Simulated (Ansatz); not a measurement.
## TiO2 (Anatase): the G0W0 gap against the k mesh

How dense a mesh does GW need for TiO2 (Anatase), and how does the time grow?

Program: Ansatz 0.2.0. Level of theory: G0W0 on PBE, plane waves, PAW. Values are calculated unless marked as measured.

**1. Set-up**

The structure is tetragonal, space group I4_1/amd (No. 141). The conventional cell has a = 3.784 Å, b = 3.784 Å, c = 9.515 Å, α = 90.00°, β = 90.00°, γ = 90.00°. Ti has 6 O at 1.93 to 1.98 Å nearest. Nearest to O lie 3 Ti at 1.93 to 1.98 Å. Farther neighbours, and contacts between anions beyond the nearest, are not listed.

The cell and positions come from the Crystallography Open Database and are kept as given unless a step says otherwise. The default PAW set here is soft_2. Its files were made with PBE.

**2. The 4×4×4 mesh**

G0W0 replaces the xc potential by the self-energy, built once from these orbitals. Only a window of levels is corrected, while the sums run over the empty bands that the input names.

File input.yaml:

```yaml
crystal:
  lattice:
    - [-1.8921, 1.8921, 4.7573]
    - [1.8921, -1.8921, 4.7573]
    - [1.8921, 1.8921, -4.7573]
  atoms:
    - { symbol: Ti, position: [0.0, 0.0, 0.0] }
    - { symbol: Ti, position: [0.75, 0.25, 0.5] }
    - { symbol: O, position: [0.2081, 0.2081, 0.0] }
    - { symbol: O, position: [0.9581, 0.4581, 0.5] }
    - { symbol: O, position: [0.5419, 0.0419, 0.5] }
    - { symbol: O, position: [0.7919, 0.7919, 0.0] }
kpoints:
  mp_grid: { grid: [4, 4, 4] }
hamiltonian:
  xc: pbe
scf:
  occupations: { method: fixed }
gw:
  n_empty_bands: 154
  ecut_chi: 100
  qp_bands: [v2, c2]
  qp_kpoints: band_edges
  screening: { model: contour_deformation }
```

Command:

```sh
> ansatz run input.yaml --threads 2 --pin off --max-ram 92160MiB --backend cuda --events-out ev --progress --plain --runs-dir out --devices 1 --max-vram 13GiB
```

Log:

```text
GPUs: using 1 of 1 available (devices: 1).
Engine: ansatz 0.2.0, x86_64-unknown-linux-gnu
Pseudopotentials: kind: paw
Pseudopotential: Ti, paw, valence charge 12, recommended cutoff 420 eV (normal), Ti.paw.azcp
Pseudopotential: O, paw, valence charge 6, recommended cutoff 420 eV (normal), O.paw.azcp
Functional definition: PBE
  parameter kappa = 0.804
  parameter beta = 0.066725
  exchange = pbe_x(kappa = kappa, mu = beta*pi^2/3)
  correlation = pbe_c(beta = beta)
device memory: the entry about to start is reckoned to put 1.0 GiB on a device that reports 52.9 GiB free (of which the cap on the GPU budget leaves the run 13.0 GiB)
GPU FFT provider: cuFFT
GPU libraries: cuBLAS 13.8.2, cuFFT 12.4.0, cuSOLVER 12.3.4
Crystal: 6 atoms, lattice volume = 68.125 Å³
Basis set: ecut = 420 eV, 1315 PW (Γ)
Bands: 30, of which v1, the nominal top of the filled ones, is band 24 counted from 1 (23 counted from 0)
Symmetry: 16 space group operations
Space group: I41/amd (ITA 141), of the structure as read, at distance tolerance 4.1e-5 Å
k-points: 13 of 64
Non-local potential: Ti, projectors of the file, l = 0: 3, l = 1: 2, l = 2: 3, l = 3: 1
Non-local potential: O, projectors of the file, l = 0: 2, l = 1: 2, l = 2: 1
PAW form: soft (Blöchl's): semilocal exchange-correlation on the pseudo side does not see the compensation charge
PAW one-centre angular grid: Ti, 590 points (default); XC on 64 Gauss nodes
PAW one-centre angular grid: O, 110 points (default); XC on 64 Gauss nodes
Initial density: superposition of atomic densities (neutral atoms: chi_scale 0, normalization atom), corrected by the library's trained network
Initial wavefunctions: pseudopotential atomic-orbital guess
GPU buffer pool allocated for 64000 grid points (all kernels)
GPU transforms: local potential and band sums: pruned to the plane-wave sphere, on 40×40×40
Functional: x = pbe(κ = 0.804, μ = 0.219515), c = pbe(β = 0.066725)
SCF iter   1: F=—  HF=-7277.463842 eV  |F-HF|=—  |Δ(HF+E_count)|=         —  Δρ=3.53e-3  dr2=3.57e-3  ethr=1.77e-3  ⟨swp⟩=4.1  Hψ=1480  notcnv=0  defer=31
preconditioner: auto → none  [insulator: Δε(μ)=2.183 eV  Ē_g=9.673 eV  n_scr=14 (ndim 8)  ℏωp=25.4 eV  f_vac=0.102  ε∞_Penn≈7.9]
SCF iter   2: F=—  HF=-7277.465618 eV  |F-HF|=—  |Δ(HF+E_count)|=   1.78e-3  Δρ=2.88e-3  dr2=4.43e-3  ethr=7.43e-6  ⟨swp⟩=2.8  Hψ=806  notcnv=0  defer=52
SCF iter   3: F=—  HF=-7277.465274 eV  |F-HF|=—  |Δ(HF+E_count)|=   3.44e-4  Δρ=1.44e-3  dr2=9.17e-4  ethr=7.43e-6  ⟨swp⟩=2.0  Hψ=596  notcnv=0  defer=51
SCF iter   4: F=—  HF=-7277.465427 eV  |F-HF|=—  |Δ(HF+E_count)|=   1.53e-4  Δρ=5.03e-4  dr2=1.00e-4  ethr=1.91e-6  ⟨swp⟩=2.0  Hψ=535  notcnv=0  defer=52
SCF iter   5: F=—  HF=-7277.465464 eV  |F-HF|=—  |Δ(HF+E_count)|=   3.72e-5  Δρ=8.47e-5  dr2=2.50e-6  ethr=2.09e-7  ⟨swp⟩=2.0  Hψ=485  notcnv=0  defer=28
SCF iter   6: F=-7277.465466 eV  HF=-7277.465466 eV  |F-HF|=8.64e-9  |Δ(HF+E_count)|=   1.97e-6  Δρ=7.18e-6  dr2=1.74e-8  ethr=2.08e-10  ⟨swp⟩=7.4  Hψ=1594  notcnv=0
SCF 1 converged in 6 iterations: F = -7277.465466 eV  dr2 = 1.74e-8
[...]
device memory: the entry about to start is reckoned to put 1.2 GiB on a device that reports 55.0 GiB free (of which the cap on the GPU budget leaves the run 13.0 GiB)
NSCF: frozen V_eff on 13 k-points, pencils in batches of 32, up to order 120
[...]
device memory: the entry about to start is reckoned to put 2.6 GiB on a device that reports 55.0 GiB free (of which the cap on the GPU budget leaves the run 13.0 GiB)
NSCF: frozen V_eff on 13 k-points
G₀W₀ screening: q 1/13
[... further progress lines ...]
device memory: the entry about to start is reckoned to put 0.6 GiB on a device that reports 52.9 GiB free (of which the cap on the GPU budget leaves the run 13.0 GiB)
NSCF: frozen V_eff on 1 k-points
device memory: the entry about to start is reckoned to put 0.6 GiB on a device that reports 52.9 GiB free (of which the cap on the GPU budget leaves the run 13.0 GiB)
NSCF: frozen V_eff on 1 k-points
SCF converged after 6 iterations
Free energy (F): -7277.465466 eV
Harris-Foulkes:  -7277.465466 eV  (|F-HF|=8.64e-9)
Internal energy: -7277.465466 eV  (E = F + TS)
E sigma→0 (E₀):  -7277.465466 eV
Fermi energy:    7.291448 eV
--- Per-component energies (eV) ---
  E_band       = -455.199352
  E_kinetic    = 1248.492775
  E_local      = -3570.341863  (includes V_loc(G=0)·N_el)
  E_nonlocal   = 196.562815
  E_hartree    = 1385.283654
  E_xc         = -492.962640
  E_vxc        = -624.305666  (∫ρ·V_xc dr)
  E_paw        = -2722.314715  (= ΣΔE_a)
  E_vpaw       = -476.189999  (= ΣTr[D̂ρ^β])
  E_aug_tail   = 0.010059  (compensation charges beyond the density's cutoff)
  E_ewald      = -3322.195552
  E_smearing   = -0.000000  (= −TS)
  E_closure    = -0.000000  (closes the sum)
  Σ components = -7277.465466   (vs F -7277.465466, Δ=0.00e0)
--- Band table (eV; the first three rows and the last of 13) ---
  k-point 0: bands = [... 20 lower, 6.5775, 6.5775, 6.8616, 6.8616, 9.4554, 10.1960, 11.3374, 11.3374, ... 2 higher]
  k-point 1: bands = [... 20 lower, 5.4967, 6.3724, 6.7353, 7.0836, 10.3239, 10.4748, 10.8540, 11.0804, ... 2 higher]
  k-point 2: bands = [... 20 lower, 5.2728, 5.2728, 7.2914, 7.2914, 10.6926, 10.6926, 11.1662, 11.1662, ... 2 higher]
  k-point 12: bands = [... 20 lower, 6.0745, 6.0745, 7.2109, 7.2109, 9.8128, 9.8128, 11.1172, 11.1172, ... 2 higher]
--- G₀W₀: contour deformation, 6 samples at zero and on the imaginary axis and 1 off it, 64 q-points, 154 empty bands' worth ---
  eigenvalues of the whole cell's RPA ε∞ on this k-mesh (on a slab, of 1 + 4πα/V) = 6.0658, 6.8807, 6.8807; static W/v taken at q = 0 is 0.149595
  gw.qp_kpoints: band_edges: 10 of 13 stored k-points solved, in 1 pass; an edge of the gap read off the rows below is read off those points alone
    valence top: of the k-points left out ik 9 came nearest to being solved in a further pass, in band 23 (counted from 1, as in the quasiparticle table): it holds the edge there only if its correction is more favourable than any solved in that band by at least 0.587 eV; those differ by 0.107 eV
    conduction bottom: of the k-points left out ik 9 came nearest to being solved in a further pass, in band 25 (counted from 1, as in the quasiparticle table): it holds the edge there only if its correction is more favourable than any solved in that band by at least 0.719 eV; those differ by 0.136 eV
    ik  band        ε_KS         Σx   Σc(E_QP)       V_xc       Z   E_QP_lin       E_QP  E_QP is
     0    23      6.8616   -25.3661     4.8609   -20.3241  0.7044     6.6797     6.6804  root
     0    24      6.8616   -25.3661     4.8609   -20.3241  0.7044     6.6797     6.6804  root
     0    25      9.4554   -12.9978    -6.4668   -20.7922  0.7311    10.8205    10.7831  root
     0    26     10.1960   -13.4325    -7.2666   -22.1405  0.7115    11.6926    11.6374  root
     1    23      6.7353   -26.0629     4.8062   -21.0557  0.7201     6.5334     6.5342  root
     1    24      7.0836   -25.4523     4.7468   -20.5629  0.7070     6.9405     6.9409  root
     1    25     10.3239   -13.4412    -7.2875   -22.1838  0.7123    11.8350    11.7790  root
     1    26     10.4748   -14.3444    -6.8373   -22.6639  0.7155    12.0133    11.9570  root
     2    23      7.2914   -25.8209     4.7619   -20.9374  0.7116     7.1695     7.1698  root
     2    24      7.2914   -25.8209     4.7619   -20.9374  0.7116     7.1695     7.1698  root
     2    25     10.6926   -13.8777    -7.3739   -22.7153  0.7044    12.2179    12.1563  root
     2    26     10.6926   -13.8777    -7.3739   -22.7153  0.7044    12.2179    12.1563  root
     3    23      6.5590   -26.4531     4.4461   -21.9129  0.7229     6.4648     6.4650  root
     3    24      6.8167   -25.8552     4.7588   -20.9249  0.7152     6.6447     6.6453  root
[...]
11    26     10.4424   -13.9969    -6.8453   -22.2601  0.7134    11.9122    11.8604  root
    12    23      7.2109   -26.1919     4.7000   -21.3784  0.7167     7.0971     7.0974  root
    12    24      7.2109   -26.1919     4.7000   -21.3784  0.7167     7.0971     7.0974  root
    12    25      9.8128   -13.1820    -6.8452   -21.4113  0.7222    11.2426    11.1968  root
    12    26      9.8128   -13.1820    -6.8452   -21.4113  0.7222    11.2426    11.1968  root
```

The job ended after 7.8 s (1 × NVIDIA H100 80GB HBM3 (shared by 6 runs) with 2 threads of AMD EPYC 7R13 (Zen 3), shared host; peak memory 1.1 GiB).

The column dr2 measures how far the density is from self-consistency, as an energy; F and HF (Harris–Foulkes) agree once it is small.

This step gave:

- bands summed: 178
- RPA ε∞ on this mesh (eigenvalues): 6.066, 6.881, 6.881
- plane waves in the screening matrix: 155
- q-points in the mesh: 64
- G0W0 gap on the mesh: 3.613 eV
- k of the valence top: 0, 0, -0.5
- k of the conduction bottom: 0, 0, 0
- starting gap on the mesh: 2.164 eV
- Z at the valence top: 0.7116
- Z at the conduction bottom: 0.7311
- least direct G0W0 gap on the computed points: 3.927 eV

The gap on the mesh goes from 2.16 eV to 3.61 eV, a correction of +1.45 eV. Between the two edge states, bare exchange in place of the xc potential would open the gap by 12.68 eV, and correlation takes back 11.23 eV.

**3. The 6×6×6 mesh**

Only the mesh changes. It samples the long-range screening, which converges on its own terms.

input.yaml, as its differences from that of step 2:

```diff
@@ -13,3 +13,3 @@
 kpoints:
-  mp_grid: { grid: [4, 4, 4] }
+  mp_grid: { grid: [6, 6, 6] }
 hamiltonian:
```

Log:

```text
GPUs: using 1 of 1 available (devices: 1).
[...]
GPU FFT provider: cuFFT
GPU libraries: cuBLAS 13.8.2, cuFFT 12.4.0, cuSOLVER 12.3.4
Crystal: 6 atoms, lattice volume = 68.125 Å³
Basis set: ecut = 420 eV, 1315 PW (Γ)
Bands: 30, of which v1, the nominal top of the filled ones, is band 24 counted from 1 (23 counted from 0)
Symmetry: 16 space group operations
[...]
k-points: 30 of 216
[...]
GPU buffer pool allocated for 64000 grid points (all kernels)
[...]
SCF iter   1: F=—  HF=-7277.469444 eV  |F-HF|=—  |Δ(HF+E_count)|=         —  Δρ=3.44e-3  dr2=3.18e-3  ethr=1.77e-3  ⟨swp⟩=4.1  Hψ=3412  notcnv=0  defer=78
[...]
SCF iter   6: F=-7277.471112 eV  HF=-7277.471112 eV  |F-HF|=4.60e-9  |Δ(HF+E_count)|=   2.67e-6  Δρ=1.17e-5  dr2=5.25e-8  ethr=2.08e-10  ⟨swp⟩=7.8  Hψ=3764  notcnv=0
SCF 1 converged in 6 iterations: F = -7277.471112 eV  dr2 = 5.25e-8
[...]
0    23      6.8603   -25.3206     4.8182   -20.3244  0.7055     6.6815     6.6822  root
     0    24      6.8603   -25.3206     4.8182   -20.3244  0.7055     6.6815     6.6822  root
     0    25      9.4571   -13.0752    -6.3888   -20.7917  0.7329    10.8199    10.7848  root
     0    26     10.1979   -13.4563    -7.2394   -22.1402  0.7126    11.6955    11.6424  root
     1    23      6.6813   -25.8880     4.8122   -20.8930  0.7144     6.4978     6.4985  root
     1    24      7.0711   -25.7413     4.7814   -20.8004  0.7124     6.9112     6.9117  root
     1    25     10.2981   -13.3669    -7.2875   -22.0988  0.7126    11.7961    11.7425  root
     1    26     10.3998   -14.3012    -6.2979   -21.9275  0.7135    11.7707    11.7283  root
[...]
29    23      7.2097   -26.1440     4.6544   -21.3790  0.7181     7.0988     7.0991  root
    29    24      7.2097   -26.1440     4.6544   -21.3790  0.7181     7.0988     7.0991  root
    29    25      9.8146   -13.2308    -6.7941   -21.4109  0.7237    11.2441    11.2006  root
    29    26      9.8146   -13.2308    -6.7941   -21.4109  0.7237    11.2441    11.2006  root
[key lines of the parts left out:]
SCF converged after 6 iterations
Free energy (F): -7277.471112 eV
Fermi energy:    7.290149 eV
```

The job ended after 40 s (1 × NVIDIA H100 80GB HBM3 (shared by 6 runs) with 2 threads; peak memory 1.3 GiB; 67 s of CPU time).

Numbers from this step:

```
bands summed                                 : 178
RPA ε∞ on this mesh (eigenvalues)            : 6.057, 6.645, 6.645
plane waves in the screening matrix          : 155
q-points in the mesh                         : 216
G0W0 gap on the mesh                         : 3.618 eV
k of the valence top                         : 0, 0, -0.5
k of the conduction bottom                   : 0, 0, 0
starting gap on the mesh                     : 2.167 eV
Z at the valence top                         : 0.7124
Z at the conduction bottom                   : 0.7329
least direct G0W0 gap on the computed points : 3.944 eV
```

Against the run with 4×4×4 mesh, 154 empty bands, screening to 100 eV, the gap moves by +0.005 eV.

**4. The 8×8×8 mesh**

input.yaml, as its differences from that of step 3:

```diff
@@ -13,3 +13,3 @@
 kpoints:
-  mp_grid: { grid: [6, 6, 6] }
+  mp_grid: { grid: [8, 8, 8] }
 hamiltonian:
```

Log:

```text
GPUs: using 1 of 1 available (devices: 1).
[...]
GPU FFT provider: cuFFT
GPU libraries: cuBLAS 13.8.2, cuFFT 12.4.0, cuSOLVER 12.3.4
Crystal: 6 atoms, lattice volume = 68.125 Å³
Basis set: ecut = 420 eV, 1315 PW (Γ)
Bands: 30, of which v1, the nominal top of the filled ones, is band 24 counted from 1 (23 counted from 0)
Symmetry: 16 space group operations
[...]
k-points: 59 of 512
[...]
1    26     10.2791   -13.3923    -7.2731   -22.1055  0.7123    11.7723    11.7192  root
[...]
58    23      7.2097   -26.1318     4.6437   -21.3790  0.7184     7.1004     7.1007  root
    58    24      7.2097   -26.1318     4.6437   -21.3790  0.7184     7.1004     7.1007  root
    58    25      9.8146   -13.2433    -6.7824   -21.4110  0.7239    11.2430    11.1998  root
    58    26      9.8146   -13.2433    -6.7824   -21.4110  0.7239    11.2430    11.1998  root
[key lines of the parts left out:]
SCF converged after 6 iterations
Free energy (F): -7277.470919 eV
Fermi energy:    7.292447 eV
```

Wall time 2.2 min (1 × NVIDIA H100 80GB HBM3 (shared by 6 runs) with 2 threads); peak memory 1.7 GiB; 3.8 min of CPU time.

Read from the output:

| Property | Result |
| --- | --- |
| bands summed | 178 |
| RPA ε∞ on this mesh (eigenvalues) | 6.057, 6.644, 6.644 |
| plane waves in the screening matrix | 155 |
| G0W0 gap on the mesh | 3.615 eV |
| k of the valence top | 0, 0, 0.375 |
| k of the conduction bottom | 0, 0, 0 |
| starting gap on the mesh | 2.165 eV |
| least direct G0W0 gap on the computed points | 3.925 eV |

Against the run with 6×6×6 mesh, 154 empty bands, screening to 100 eV, the gap moves by −0.003 eV. A band edge lies at another k point on this mesh, which is part of the change.

**5. The 10×10×10 mesh**

input.yaml, as its differences from that of step 4:

```diff
@@ -13,3 +13,3 @@
 kpoints:
-  mp_grid: { grid: [8, 8, 8] }
+  mp_grid: { grid: [10, 10, 10] }
 hamiltonian:
```

Log:

```text
GPUs: using 1 of 1 available (devices: 1).
[...]
GPU FFT provider: cuFFT
GPU libraries: cuBLAS 13.8.2, cuFFT 12.4.0, cuSOLVER 12.3.4
Crystal: 6 atoms, lattice volume = 68.125 Å³
Basis set: ecut = 420 eV, 1315 PW (Γ)
Bands: 30, of which v1, the nominal top of the filled ones, is band 24 counted from 1 (23 counted from 0)
Symmetry: 16 space group operations
[...]
k-points: 102 of 1000
[...]
1    26     10.2604   -13.4170    -7.2608   -22.1174  0.7123    11.7527    11.7000  root
[...]
101    23      7.2097   -26.1274     4.6398   -21.3790  0.7184     7.1008     7.1010  root
   101    24      7.2097   -26.1274     4.6398   -21.3790  0.7184     7.1008     7.1010  root
   101    25      9.8146   -13.2475    -6.7790   -21.4110  0.7240    11.2421    11.1991  root
   101    26      9.8146   -13.2475    -6.7790   -21.4110  0.7240    11.2421    11.1991  root
[key lines of the parts left out:]
SCF converged after 6 iterations
Free energy (F): -7277.470933 eV
Fermi energy:    7.320657 eV
```

Elapsed: 5.1 min, on 1 × NVIDIA H100 80GB HBM3 (shared by 6 runs) with 2 threads; peak memory 2.2 GiB.

Read from the output:

```
bands summed                                 : 178
RPA ε∞ on this mesh (eigenvalues)            : 6.057, 6.641, 6.641
plane waves in the screening matrix          : 155
G0W0 gap on the mesh                         : 3.582 eV
k of the valence top                         : 0, 0, 0.4
k of the conduction bottom                   : 0, 0, 0
starting gap on the mesh                     : 2.137 eV
least direct G0W0 gap on the computed points : 3.928 eV
```

Against the run with 8×8×8 mesh, 154 empty bands, screening to 100 eV, the gap moves by −0.03 eV, while the start moved by −0.03 eV.

**6. The meshes together**

Times are wall times on 1 × NVIDIA H100 80GB HBM3 (shared by 6 runs) with 2 threads of AMD EPYC 7R13 (Zen 3), shared host, good to a factor of about two.

```csv
mesh,points,irreducible,start (eV),G0W0 (eV),shift (eV),RPA ε∞ (mean),time
4×4×4,64,13,2.164,3.613,+1.449,6.61,7.8 s
6×6×6,216,30,2.167,3.618,+1.451,6.45,40 s
8×8×8,512,59,2.165,3.615,+1.450,6.45,2.2 min
10×10×10,1000,102,2.137,3.582,+1.446,6.45,5.1 min
```

**7. Outcome**

```
4×4×4    : 3.613 eV (shift +1.449)
6×6×6    : 3.618 eV (shift +1.451)
8×8×8    : 3.615 eV (shift +1.450)
10×10×10 : 3.582 eV (shift +1.446)
settings : PBE start, 154 empty bands, 100 eV
```

The shift is +1.45 eV on 4×4×4 and +1.45 eV on 10×10×10. On 10×10×10 the edges lie at (0.000, 0.000, 0.400) and Γ, on 8×8×8 at (0.000, 0.000, 0.375) and Γ, so these two shifts belong to different pairs of states. The RPA ε∞ (mean) ranges from 6.45 to 6.61 and ends at 6.45. From 64 to 1000 points the time grows 39-fold. Bands and cutoff are modest here, so the values stand short of the basis limit.

[Long decimals in the printed logs are rounded to 6 places.]

[Logs are printed without paths, hosts, clocks, repeated set-up lines and the standing remarks that a program may print on its own settings, such as how far it seeks lower states.]

[Paths, hosts, dates, memory and timing lines, banners, echoed tables and standing remarks are left out of the program output; an Ansatz launch command may be rebuilt from the run's recorded settings. Measured values are a selection of at most five: reports struck by readers or far from the other reports are left out. None is set beside runs whose start may be inverted or whose files or cutoffs have a known fault.]

[Runs of the session that timed out or met a known fault of the program may be left out.]

[Cells called generated may have been cut or substituted from an entry of the Crystallography Open Database or the Materials Project.]

[Hosts, paths, dates, database ids (printed as entryN), source tags and the programs' standing remarks are cut or masked in the printed files.]

[Where the starting crystal was built by hand or by swapping elements, it need not be the compound's stable phase.]
